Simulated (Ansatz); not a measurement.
**NiO2 monolayer (1T): from the cell to its phonons**

Aim: the vibrations of NiO2 monolayer (1T), their spectra, and whether the structure is stable.

Calculated with Ansatz 0.2.0; DFT LDA, scalar-relativistic, plane waves, PAW.

### 1. The starting structure

The cell holds 3 atoms: 1 Ni and 2 O. Cell: a = 2.970 Å, b = 2.970 Å, c = 20.000 Å, α = 90.0°, β = 90.0°, γ = 120.0°. Vacuum lies along c.

### 2. Coarse relaxation

A rough relaxation comes first, because large forces or stress need no tight tolerances yet.

The program solves this slab on a cell height of its own, 28.3 Å, in place of the one typed.

The input, input.yaml:

```yaml
crystal:
  lattice:
    - [2.97, 0.0, 0.0]
    - [-1.485, 2.5721, 0.0]
    - [0.0, 0.0, 20.0]
  atoms:
    - { symbol: Ni, position: [0.0, 0.0, 0.5] }
    - { symbol: O, position: [0.333333, 0.666667, 0.55635] }
    - { symbol: O, position: [0.666667, 0.333333, 0.44365] }
  periodic: [true, true, false]
kpoints:
  mp_grid: { grid: [9, 9, 1] }
hamiltonian:
  xc: lda
scf:
  occupations: { method: gaussian, width: 0.1 }
output:
  forces: true
  stress: true
  eigenvalues: true
relax:
  adjacent_minimum: "off"
  f_tol: 0.05
  max_steps: 80
  cell: { stress_2d_tol: 0.02 }
```

On the command line:

```
> ansatz run input.yaml --threads 8 --pin off --max-ram 14336MiB --backend cpu --events-out ev --progress --plain --runs-dir out
```

Numbers of over 12 decimals in the logs are rounded to 6 here.

What it wrote:

```text
[...]
F+E_penalty+E_count = -6880.96844763 eV   max|allowed force component| = 8.812e-6 eV/Å   (the final SCF, on the basis selected at the relaxed cell)
  cell:  # Å, volume = 186.2548 Å³
    - [2.756346, 0, 0]
    - [-1.378173, 2.387066, 0]
    - [0, 0, 28.308]
  atoms:
    - { symbol: Ni, position: [0, 0, 0.353257] }
    - { symbol: O, position: [0.333333, 0.666667, 0.385796] }
    - { symbol: O, position: [0.666667, 0.333333, 0.320718] }
[key lines of the parts left out:]
SCF converged after 7 iterations
Free energy (F): -6880.968448 eV
Fermi energy:    -7.608824 eV
P = ½ c Tr σ = -0.0015 N/m
```

Elapsed: 7.1 s, on 8 threads of Arm Neoverse V2, shared host; peak memory 0.54 GiB.

This run has no spin polarisation, although Ni can carry a moment.

Step by step:

| step | energy less that of the first step (eV) | largest force component (eV/Å) | volume (Å³) |
| --- | --- | --- | --- |
| 1 | 0.0000 | 3.7708 | 216.25 |
| 2 | -1.2472 | 1.8967 | 207.08 |
| 3 | -1.5737 | 1.7458 | 186.93 |
| 4 | -1.6951 | 0.1936 | 190.94 |
| 5 | -1.7083 | 0.0113 | 188.09 |
| 6 | -1.7101 | 0.0088 | 187.04 |
| 7 | -1.7101 | 0.0002 | 187.03 |
| 8* | -1.6935 | 0.0001 | 187.03 |
| 9 | -1.6948 | 0.0004 | 186.29 |
| 10* | -1.6940 | 0.0003 | 186.29 |
| 11 | -1.6941 | 0.0000 | 186.25 |
| 12* | -1.6940 | 0.0000 | 186.25 |

Relaxation steps marked * repeat the geometry before them on a plane-wave basis chosen anew for their cell, so energy and pressure can jump there.

Forces are held to the 12 operations that the run works with; a distortion that breaks them can't arise in this run.

```csv
cell as run,before,after,change
a (Å),2.970,2.756,-7.2 %
b (Å),2.970,2.756,-7.2 %
```

The atoms that moved most (Å, along periodic axes as changes of fractional coordinates times the final cell, across vacuum about the mean position):

```
atom     dx     dy      dz  length
  O3  0.000  0.000   0.206   0.206
  O2  0.000  0.000  -0.206   0.206
```

Final coordinates:

```xyz
3
Lattice="2.7563 0.0000 0.0000 -1.3782 2.3871 0.0000 0.0000 0.0000 28.3080" Properties=species:S:1:pos:R:3
Ni    0.0000    0.0000   10.0000
O     0.0000    1.5914   10.9211
O     1.3782    0.7957    9.0789
```

Numbers from this step:

```yaml
gap_on_the_k_mesh: 1.355 eV
direct_gap_on_mesh: 1.516 eV
area_per_atom: 2.193 Å²
```

### 3. Relaxation

Harmonic phonons are second derivatives at a point where the forces vanish, and they are wanted at zero stress, so atoms and cell are relaxed first.

The input, input.yaml:

```yaml
crystal:
  lattice:
    - [2.7563464554, 0.0, 0.0]
    - [-1.3781732277, 2.387066052, 0.0]
    - [0.0, 0.0, 28.308]
  atoms:
    - { symbol: Ni, position: [0.0, 0.0, 0.3532570298] }
    - { symbol: O, position: [0.3333333333, 0.6666666667, 0.385796063] }
    - { symbol: O, position: [0.6666666667, 0.3333333333, 0.3207179966] }
  periodic: [true, true, false]
kpoints:
  mp_grid: { grid: [12, 12, 1] }
hamiltonian:
  xc: lda
scf:
  occupations: { method: gaussian, width: 0.02 }
output:
  forces: true
  stress: true
  eigenvalues: true
relax:
  adjacent_minimum: "off"
  f_tol: 0.005
  max_steps: 80
  cell: { stress_2d_tol: 0.02 }
```

What it wrote:

```text
[...]
Crystal: 3 atoms, lattice volume = 186.255 Å³
Basis set: ecut = 420 eV, 3641 PW (Γ)
Bands: 19, of which v1, the nominal top of the filled ones, is band 15 counted from 1 (14 counted from 0)
Symmetry: 12 space group operations
[...]
k-points: 19 of 144
[...]
--- Relaxed structure (1 steps of the walk, 1 accepted, 1 SCFs on fresh bases) ---
[...]
cell:  # Å, volume = 186.2548 Å³
    - [2.756346, 0.0, 0.0]
    - [-1.378173, 2.387066, 0.0]
    - [0.0, 0.0, 28.308]
  atoms:
    - { symbol: Ni, position: [0.0, 0.0, 0.353257] }
    - { symbol: O, position: [0.333333, 0.666667, 0.385796] }
    - { symbol: O, position: [0.666667, 0.333333, 0.3207179966] }
[key lines of the parts left out:]
SCF converged after 7 iterations
Free energy (F): -6880.968545 eV
Fermi energy:    -7.647325 eV
P = ½ c Tr σ = -0.0029 N/m
```

Elapsed: 1.7 s, on 8 threads; peak memory 0.54 GiB.

Little changed from the start: no atom moved by 0.005 Å and no cell edge by 0.1 %.

Numbers from this step:

- gap on the k-mesh: 1.294 eV
- direct gap on mesh: 1.540 eV

### 4. Tight relaxation

Phonons need a cell at rest on their own settings, so the relaxation is repeated with tight tolerances on forces and stress, using the mesh and the filling of the phonon run that follows.

input.yaml, the sections that differ from step 3:

```yaml
scf:
  occupations: { method: fixed }
output:
  forces: true
  stress: true
  eigenvalues: true
  write_density: true
  write_potential: true
  elf: true
  volumetric_format: npy
relax:
  adjacent_minimum: "off"
  f_tol: 0.001
  max_steps: 60
  cell: { stress_2d_tol: 0.002 }
# crystal, kpoints, hamiltonian: as in step 3
```

What it wrote:

```text
[...]
Crystal: 3 atoms, lattice volume = 186.255 Å³
Basis set: ecut = 420 eV, 3641 PW (Γ)
Bands: 19, of which v1, the nominal top of the filled ones, is band 15 counted from 1 (14 counted from 0)
Symmetry: 12 space group operations
[...]
k-points: 19 of 144
[...]
--- Relaxed structure (2 steps of the walk, 2 accepted, 1 SCFs on fresh bases) ---
[...]
cell:  # Å, volume = 186.2515 Å³
    - [2.756322, 0.0, 0]
    - [-1.378161, 2.387045, 0]
    - [0, 0, 28.308]
  atoms:
    - { symbol: Ni, position: [0, 0.0, 0.3532570298] }
    - { symbol: O, position: [0.333333, 0.666667, 0.385797] }
    - { symbol: O, position: [0.666667, 0.333333, 0.320717] }
[key lines of the parts left out:]
SCF converged after 11 iterations
Free energy (F): -6880.968549 eV
Fermi energy:    -8.294638 eV
P = ½ c Tr σ = -0.0016 N/m
```

The job ended after 2.6 s (8 threads; peak memory 0.54 GiB).

Little changed from the start: no atom moved by 0.005 Å and no cell edge by 0.1 %.

Numbers from this step:

```
gap on the k-mesh : 1.295 eV
```

ELF in the ac plane at fractional y = 0.333, with atoms of O within 0.2 Å of it. It is the smooth field of the valence electrons, not physical close to the nuclei.

Values, 24 rows by 14 columns, each cell a mean:
```
0.00 0.00 0.00 0.00 0.00 0.00 0.00 0.00 0.00 0.00 0.00 0.00 0.00 0.00
0.00 0.00 0.00 0.00 0.00 0.00 0.00 0.00 0.00 0.00 0.00 0.00 0.00 0.00
0.00 0.00 0.00 0.00 0.00 0.00 0.00 0.00 0.00 0.00 0.00 0.00 0.00 0.00
0.00 0.00 0.00 0.00 0.00 0.00 0.00 0.00 0.00 0.00 0.00 0.00 0.00 0.00
0.00 0.00 0.00 0.00 0.00 0.00 0.00 0.00 0.00 0.00 0.00 0.00 0.00 0.00
0.00 0.00 0.00 0.00 0.00 0.00 0.00 0.00 0.00 0.00 0.00 0.00 0.00 0.00
0.00 0.00 0.00 0.00 0.00 0.00 0.00 0.00 0.00 0.00 0.00 0.00 0.00 0.00
0.00 0.00 0.00 0.00 0.00 0.00 0.00 0.00 0.00 0.00 0.00 0.00 0.00 0.00
0.00 0.00 0.00 0.00 0.00 0.00 0.00 0.00 0.00 0.00 0.00 0.00 0.00 0.00
0.00 0.00 0.00 0.00 0.00 0.00 0.00 0.00 0.00 0.00 0.00 0.00 0.00 0.00
0.00 0.00 0.00 0.00 0.00 0.00 0.00 0.00 0.00 0.00 0.00 0.00 0.00 0.00
0.00 0.00 0.00 0.00 0.00 0.00 0.00 0.00 0.00 0.00 0.00 0.00 0.00 0.00
0.00 0.00 0.00 0.00 0.00 0.00 0.00 0.00 0.00 0.00 0.00 0.00 0.00 0.00
0.09 0.14 0.17 0.16 0.13 0.08 0.04 0.01 0.01 0.00 0.00 0.01 0.02 0.04
0.40 0.53 0.59 0.58 0.50 0.37 0.21 0.09 0.04 0.02 0.02 0.04 0.10 0.24
0.19 0.19 0.21 0.20 0.18 0.20 0.30 0.39 0.43 0.43 0.43 0.42 0.36 0.26
0.40 0.14 0.06 0.07 0.20 0.51 0.74 0.80 0.75 0.67 0.69 0.78 0.79 0.68
0.06 0.02 0.01 0.01 0.02 0.09 0.19 0.29 0.35 0.38 0.37 0.33 0.26 0.15
0.00 0.00 0.00 0.00 0.00 0.00 0.00 0.00 0.01 0.01 0.01 0.01 0.00 0.00
0.00 0.00 0.00 0.00 0.00 0.00 0.00 0.00 0.00 0.00 0.00 0.00 0.00 0.00
0.00 0.00 0.00 0.00 0.00 0.00 0.00 0.00 0.00 0.00 0.00 0.00 0.00 0.00
0.00 0.00 0.00 0.00 0.00 0.00 0.00 0.00 0.00 0.00 0.00 0.00 0.00 0.00
0.00 0.00 0.00 0.00 0.00 0.00 0.00 0.00 0.00 0.00 0.00 0.00 0.00 0.00
0.00 0.00 0.00 0.00 0.00 0.00 0.00 0.00 0.00 0.00 0.00 0.00 0.00 0.00
```
Columns run along a (2.8 Å), rows up along c (28.3 Å). Atoms in or near the plane, at fractional coordinates: O at (0.67, 0.32).

Electrostatic potential energy in the ac plane at fractional y = 0.333, with atoms of O within 0.2 Å of it. With pseudopotentials it is smooth inside the atoms' cores, unlike the true potential.

Ten even steps from '0' (-16 eV) to '9' (0 eV), each cell a mean:
```
99999999999999
99999999999999
99999999999999
99999999999999
99999999999999
99999999999999
99999999999999
99999999999999
99999999999999
99999999999999
99999999999999
99999999999999
99999999999999
99999999999999
65445678888877
00000233333332
77777731101124
99999999999999
99999999999999
99999999999999
99999999999999
99999999999999
99999999999999
99999999999999
```
Columns run along a (2.8 Å; values clipped at the 3rd and 97th percentile), rows up along c (28.3 Å). Atoms in or near the plane, at fractional coordinates: O at (0.67, 0.32).

Valence density in the ac plane at fractional y = 0.333, with atoms of O within 0.2 Å of it. It is the smooth field of the valence electrons, not physical close to the nuclei.

Ten steps, logarithmic in the rise over the least value, from '_' (0.0 e/Å³) to '@' (4.4 e/Å³), each cell a mean:
```
____________________________
____________________________
____________________________
____________________________
____________________________
____________________________
____________________________
____________________________
____________________________
____________________________
____________________________
____________________________
____________________________
__........__________________
==++++++++==--::::....::::--
++******++++++**########**++
==--::----==**%%@@@@@@@@##++
____________..............__
____________________________
____________________________
____________________________
____________________________
____________________________
____________________________
```
Columns run along a (2.8 Å), rows up along c (28.3 Å). Atoms in or near the plane, at fractional coordinates: O at (0.67, 0.32).

The largest force component left is 0.12 meV/Å, within the tolerances set.

### 5. Linear response at the zone centre

The zone centre comes first: it holds the modes that light can see, as far as symmetry allows. The response to a homogeneous field gives the Born charges and the dielectric tensor, and its change with displacement the Raman tensors.

The input, input.yaml:

```yaml
crystal:
  lattice:
    - [2.7563220846, 0.0, 0.0]
    - [-1.3781610423, 2.3870449463, 0.0]
    - [0.0, 0.0, 28.308]
  atoms:
    - { symbol: Ni, position: [0.0, 0.0, 0.3532570298] }
    - { symbol: O, position: [0.3333333333, 0.6666666667, 0.385796748] }
    - { symbol: O, position: [0.6666666667, 0.3333333333, 0.3207173116] }
  periodic: [true, true, false]
kpoints:
  mp_grid: { grid: [12, 12, 1] }
hamiltonian:
  xc: lda
scf:
  occupations: { method: fixed }
output:
  eigenvalues: true
phonons:
  method: dfpt
  dielectric: true
  raman: true
```

What it wrote:

```text
Warning: phonons.dielectric: true without phonons.rigid_motions: the static dielectric tensor ε⁰ will be withheld (ε∞, Z* and the rows of modes are given); for a crystal or a slab, whose only rigid motions are the translations, set phonons.rigid_motions: translations
Warning: crystal.symmetry: narrowed to the stabiliser of the run's FFT grids — unitary ops 12 → 6. A phonons.method: dfpt run fills in the rows of the dynamical matrix that it does not solve by its symmetry operations, which is exact only for operations that map its FFT grids onto themselves: filled in by any other, the frequencies could depend on the order in which like atoms are typed, or, by more than the grids' own error, on where the crystal sits among the grids' points. Excluded: 6 operations. The run can therefore solve more perturbations, solve them on more k-points, or both, and cost more. [rest of the remark cut]
[...]
Crystal: 3 atoms, lattice volume = 186.251 Å³
Basis set: ecut = 420 eV, 3641 PW (Γ), exchange–correlation on 40×40×384 points (8 copies of the dense FFT grid, shifted against one another)
Bands: 19, of which v1, the nominal top of the filled ones, is band 15 counted from 1 (14 counted from 0)
Symmetry: 12 space group operations
k-points: 43 of 144 (irreducible under 2 space group operations, time reversal used)
[...]
SCF iter   1: F=—  HF=-6880.989118 eV  |F-HF|=—  |Δ(HF+E_count)|=         —  Δρ=7.03e-3  dr2=5.89e-2  ethr=1.77e-3  ⟨swp⟩=6.4  Hψ=4448  notcnv=0  defer=86
[...]
SCF iter  10: F=-6880.968467 eV  HF=-6880.968467 eV  |F-HF|=1.46e-11  |Δ(HF+E_count)|=  3.75e-10  Δρ=1.61e-7  dr2=4.02e-11  ethr=1.00e-12  ⟨swp⟩=24.0  Hψ=8969  notcnv=0
SCF 1 converged in 10 iterations: F = -6880.968467 eV  dr2 = 4.02e-11
[...]
DFPT response loops at Γ: preconditioner auto → none (the input reference at scf.mixing.eps_inf says where Resta's filter doesn't serve); β = 0.50; Broyden in place of MSR1
── the response to a field inside a basis, on 18×18×2 k-points: an SCF that follows is theirs, and a resumed run solves both again ──
Bands: 16, of which v1, the nominal top of the filled ones, is band 15 counted from 1 (14 counted from 0)
k-points: 171 of 648 (irreducible under 2 space group operations, time reversal used)
[...]
Eigensolver: Dense (171 Hₖ)
SCF iter   1: F=—  HF=-6880.968045 eV  |F-HF|=—  |Δ(HF+E_count)|=         —  Δρ=3.43e-4  dr2=4.08e-5  ethr=1.00e-1
[...]
SCF iter   9: F=-6880.968035 eV  HF=-6880.968035 eV  |F-HF|=1.82e-12  |Δ(HF+E_count)|=  4.72e-10  Δρ=1.10e-7  dr2=1.41e-11  ethr=1.00e-12
SCF 1 converged in 9 iterations: F = -6880.968035 eV  dr2 = 1.41e-11
[...]
SCF converged after 10 iterations
Free energy (F): -6880.968467 eV
[...]
Internal energy: -6880.968467 eV  (E = F + TS)
E sigma→0 (E₀):  -6880.968467 eV
Fermi energy:    -8.294720 eV
[...]
--- Band table (eV; the first three rows and the last of 43) ---
  k-point 0: bands = [... 11 lower, -9.7573, -9.3648, -9.3648, -8.3490, -5.7925, -5.7925, -0.8039, -0.3347]
  k-point 1: bands = [... 11 lower, -9.5931, -9.4542, -9.2007, -8.2988, -6.0436, -5.8542, -0.5747, -0.1624]
  k-point 2: bands = [... 11 lower, -9.6395, -9.1614, -9.0011, -8.3174, -6.6160, -5.9806, 0.0494, 0.3435]
  k-point 42: bands = [... 11 lower, -10.4846, -9.8048, -9.3306, -8.6138, -6.6448, -6.5524, 3.9339, 4.0343]
--- Phonons (Γ-DFPT): 6 representative perturbations + reference, on 43 of 144 k-points (Σ response iterations 30) ---
  ASR residual: 3.239e-4 → 0.000e0 eV/Å²; symmetrization residual: 3.230e-6 eV/Å²
  The last average, over the group as it would stand without the narrowing to the FFT grids, took up to 1.399e-6 eV/Å² of the zone centre's force constants
  ASR residual per site (eV/Å²): 3.24e-4 1.99e-4 1.98e-4
  Γ frequencies (cm⁻¹): 0.00 0.00 0.00 513.81 513.81 588.64 601.01 601.01 674.62
  ε∞ (high-frequency dielectric tensor):
        3.161082    -0.000000     0.000000
        0.000000     3.161082     0.000000
        0.000000     0.000000     1.106858
  α∞ (the layer's polarisability for a field applied outside it; Å, Gaussian; ε∞ is over the cell's 28.308 Å):
        4.868224    -0.000000     0.000000
        0.000000     4.868224     0.000000
        0.000000     0.000000     0.240718
  ε⁰ (static dielectric tensor): not given — the deck does not say what the cell's rigid motions are, and on a molecule in a box or a wire the rigid rotations would enter the sum over the modes at Γ. For a crystal or a slab, whose only rigid motions are the translations, set phonons.rigid_motions: translations.
  Born effective charges Z* (e; rows j = field, columns β = displacement):
    site 0:
         3.62942   -0.00000    0.00000
         0.00000    3.62942    0.00000
         0.00000    0.00000    0.19100
    site 1:
        -1.81471    0.00000   -0.00000
        -0.00000   -1.81471   -0.00000
        -0.00000   -0.00000   -0.09550
    site 2:
        -1.81471    0.00000   -0.00000
        -0.00000   -1.81471   -0.00000
        -0.00000   -0.00000   -0.09550
  Z* charge neutrality: 9.263e-4 e pre-enforcement
  solved inside a basis spanned on kpoints, on 18×18×2 k-points: ε∞ is read to err by 9.3e-3, Z* by 2.1e-2 e (field_mesh: kpoints solves on kpoints); Z* is corrected for what the basis lacks
  Raman tensors (in the event stream and the table raman_tensors.tsv): an entry may err by 1.1e-1 Å², one of the second-order susceptibility by 6.1e-20 pm/V (basis, points and sum rule); their sum over the sites missed zero by 2.961e-16 Å² ahead of its enforcement
  optical modes at Γ without the LO–TO term, one row a degenerate level:
      ω (cm⁻¹)  modes    IR ((D/Å)²/amu)  static Raman (Å⁴/amu)  depolarisation
        513.81      2             0.0000               300.5419           0.750
        588.64      1             0.0000               109.4630           0.100
        601.01      2            29.3509                 0.0000               —
        674.62      1             0.0406                 0.0000               —
```

It took 3 min on 8 threads; peak memory 2.8 GiB; 23 min of CPU time.

The column dr2 measures how far the density is from self-consistency, as an energy; F and HF (Harris–Foulkes) agree once it is small.

Numbers from this step:

| Quantity | Value |
| --- | --- |
| sum-rule residual before enforcement | 3.24e-4 eV/Å² |
| miss of the charge sum rule | 9.26e-4 e |
| estimated error of the dielectric tensor | 0.009268 |
| estimated error of the Born charges | 0.02076 e |
| point group | -3m |
| highest optical mode at the zone centre (no LO-TO term) | 674.6 cm⁻¹ |
| lowest optical zone-centre mode | 513.8 cm⁻¹ |
| largest Born charge (third of the trace) | 2.483 e |

Without the LO-TO term. Patterns of degenerate modes are one choice out of their space. The modes at Γ (shares of kinetic energy by element, %):

```
mode  frequency (cm⁻¹)  symmetry  Ni %  O %
   1               0.0  acoustic    65   35
   2               0.0  acoustic    65   35
   3               0.0  acoustic    65   35
   4             513.8        Eg     0  100
   5             513.8        Eg     0  100
   6             588.6       A1g     0  100
   7             601.0        Eu    35   65
   8             601.0        Eu    35   65
   9             674.6       A2u    35   65
```

Displacements in mode 5 (513.8 cm⁻¹), the largest set to 1:
```
Ni1  0.00  0.00  0.00
O2   0.00  1.00  0.00
O3   0.00 -1.00  0.00
```

Displacements in mode 6 (588.6 cm⁻¹), the largest set to 1:
```
Ni1  0.00  0.00  0.00
O2   0.00  0.00  1.00
O3   0.00  0.00 -1.00
```

High-frequency dielectric tensor, averaged over the cell of height 28.3 Å or as lengthened by the program, vacuum included. Tensor:

```csv
,x,y,z
x,3.161,0,0
y,0,3.161,0
z,0,0,1.107
```

Born charge (rows field, columns displacement) (e), principal values of the symmetric part by kind of site:

```csv
atom,atoms with these values,low,middle,high,mean
Ni1,1,0.19,3.63,3.63,2.48
O2,2,-1.81,-1.81,-0.10,-1.24
```

In full for O2:

```
-1.81  0.00  0.00
 0.00 -1.81  0.00
 0.00  0.00 -0.10
```

Transverse modes. Lines of the infrared spectrum (strongest = 100):

```csv
position (cm⁻¹),label,relative intensity
514,Eg,0.0
589,A1g,0.0
601,Eu,100
675,A2u,0.1
```

Activity x (w_L - w)^4 (n + 1)/w, 532 nm, 300 K; the tensors are static ones, while 532 nm light lies above the computed direct gap, where resonance would change the heights. Lines of the Raman spectrum (strongest = 100):

| position (cm⁻¹) | label | relative intensity |
| --- | --- | --- |
| 514 | Eg | 100 |
| 589 | A1g | 30 |
| 601 | Eu | 0.0 |
| 675 | A2u | 0.0 |

Before it was imposed, the acoustic sum rule was missed by 3.2e-4 eV/Å² and the charge sum rule by 9.3e-4 e. Small misses are needed for a sound result but don't prove that mesh and cutoff are converged. The lowest optical mode is real, 514 cm⁻¹.

(Part 1 of 2 ends here.)

[Logs are printed without paths, hosts, clocks, repeated set-up lines and the standing remarks that a program may print on its own settings, such as how far it seeks lower states.]

[Hosts, paths, dates, database ids (printed as entryN), source tags and the programs' standing remarks are cut or masked in the printed files.]
